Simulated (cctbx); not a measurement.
**Tb2Tc2S7: precision against data quality**

Space group Fd-3m (no. 227, origin choice 1), a = 12.5630 Å, b = 12.5630 Å, c = 12.5630 Å, α = 90.00°, β = 90.00°, γ = 90.00°.

| atom | mult. | x | y | z | Ueq (Å²) |
| --- | --- | --- | --- | --- | --- |
| Tb1 | 16 | 3/8 | 7/8 | 1/8 | 0.0134 |
| Tc1 | 16 | 1/8 | 1/8 | 1/8 | 0.0129 |
| S1 | 48 | 1/2 | 0.7872 | 1/2 | 0.0161 |
| S2 | 8 | 0 | 0 | 1/2 | 0.0274 |

The model was made for the exercise: a known structure type with other elements put in, its volume estimated, not relaxed; displacement parameters are assumed.

Five simulated data sets (cctbx; Ag Kα, λ = 0.56087 Å; 2 % proportional error) differ in resolution or exposure (noise floor 4 counts in the first three, 8 in the last two). Each is refined with the right model, isotropic at 1.1 Å and anisotropic otherwise. How do the figures of merit and the uncertainties move?

```
d min (Å)  top counts  ⟨I/σ⟩ (unmerged, absences included)  unique  param. (scale apart)   Rint      R1  GooF  largest s.u. xyz (fractional)  s.u. U of S1 (Å²)  largest error (Å)
      1.1       70000                                  4.1      51                     5  0.017  0.0053  1.68                        0.00009             0.0003             0.0001
     0.84       70000                                  4.0     108                     9  0.019  0.0038  1.11                        0.00003             0.0001             0.0006
      0.6       70000                                  3.1     267                     9  0.022  0.0037  0.90                        0.00002             0.0001             0.0001
     0.75         300                                  0.2     147                     9  0.494  0.0500  1.03                        0.00109             0.0032             0.0028
     0.75        3000                                  0.9     147                     9  0.096  0.0201  1.04                        0.00017             0.0006             0.0011
```

GooF reaches 1.68 where the model lacks something that the data hold (anisotropy at the isotropic level, for one). The s.u. of U for S1 goes 0.0003, 0.0001, 0.0001 Å² with resolution and 0.0032, 0.0006 Å² with exposure.

The 1.1 Å row also differs in its displacement model, so it isn't a clean test of resolution.

Hardware for the 0.6 Å refinement: 0.63 s on 1 thread of Arm Neoverse V2 (shared host), peak memory 0.11 GiB.

[Logs are printed without paths, hosts, clocks, repeated set-up lines and the standing remarks that a program may print on its own settings, such as how far it seeks lower states.]
